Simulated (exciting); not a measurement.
Two BSE runs for the Cl L₂,₃ edge of NaCl, space group Fm-3m. Run A: exciting, all-electron LAPW+lo, PBEsol, exchange and screened direct term (singlet BSE), 4×4×4 shifted k points, 18 conduction bands, |G+q| up to 3 bohr⁻¹ (2.5 in the exchange term), full RPA screening with nempty = 39, Lorentzian half width 0.45 eV. Run B differs in one setting: k mesh, kernel cutoff, basis, band set, screening or width.

Energy from the Kohn–Sham onset, core level to the lowest empty state found on the meshes used; one zero for both, scaled to A's maximum:

| E (eV) | A | B |
| --- | --- | --- |
| -6.0 | 0.02 | 0.05 |
| -5.5 | 0.02 | 0.05 |
| -5.0 | 0.02 | 0.06 |
| -4.5 | 0.02 | 0.07 |
| -4.0 | 0.03 | 0.08 |
| -3.5 | 0.03 | 0.10 |
| -3.0 | 0.04 | 0.12 |
| -2.5 | 0.06 | 0.14 |
| -2.0 | 0.10 | 0.18 |
| -1.5 | 0.21 | 0.23 |
| -1.0 | 0.20 | 0.28 |
| -0.5 | 0.23 | 0.35 |
| 0.0 | 0.43 | 0.45 |
| 0.5 | 0.87 | 0.54 |
| 1.0 | 0.81 | 0.59 |
| 1.5 | 0.60 | 0.61 |
| 2.0 | 0.68 | 0.62 |
| 2.5 | 0.84 | 0.64 |
| 3.0 | 0.74 | 0.64 |
| 3.5 | 0.65 | 0.63 |
| 4.0 | 0.60 | 0.62 |
| 4.5 | 0.64 | 0.62 |
| 5.0 | 0.64 | 0.62 |
| 5.5 | 0.59 | 0.63 |
| 6.0 | 0.62 | 0.66 |
| 6.5 | 0.75 | 0.70 |
| 7.0 | 0.84 | 0.73 |
| 7.5 | 0.86 | 0.76 |
| 8.0 | 0.84 | 0.78 |
| 8.5 | 0.94 | 0.80 |
| 9.0 | 0.98 | 0.80 |
| 9.5 | 0.86 | 0.79 |
| 10.0 | 0.83 | 0.76 |
| 10.5 | 0.84 | 0.74 |
| 11.0 | 0.73 | 0.71 |
| 11.5 | 0.68 | 0.68 |
| 12.0 | 0.70 | 0.66 |
| 12.5 | 0.69 | 0.65 |
| 13.0 | 0.64 | 0.63 |
| 13.5 | 0.61 | 0.61 |
| 14.0 | 0.60 | 0.60 |
| 14.5 | 0.59 | 0.59 |
| 15.0 | 0.61 | 0.59 |
| 15.5 | 0.64 | 0.60 |
| 16.0 | 0.68 | 0.60 |
| 16.5 | 0.65 | 0.59 |
| 17.0 | 0.61 | 0.57 |
| 17.5 | 0.62 | 0.56 |
| 18.0 | 0.60 | 0.53 |
| 18.5 | 0.53 | 0.50 |
| 19.0 | 0.49 | 0.47 |

The database entry behind the starting cell differs from later determinations by our own check (an axis about 0.4 % short against later determinations), so it need not match the best structure at ambient conditions.

**Question.** Which is the likeliest?

The half width (eV) from 0.45 to 1.35. Against run A the r.m.s. difference is 14 %. The highest maximum lies at 8.8 eV (0.80), against 8.8 eV (1.00). Only the width of each line changes; the area stays. A table step wider than the lines misses their tops. Other settings could leave a like mark; this is the change that was made.

[Hosts, paths, dates, database ids (printed as entryN), source tags and the programs' standing remarks are cut or masked in the printed files.]
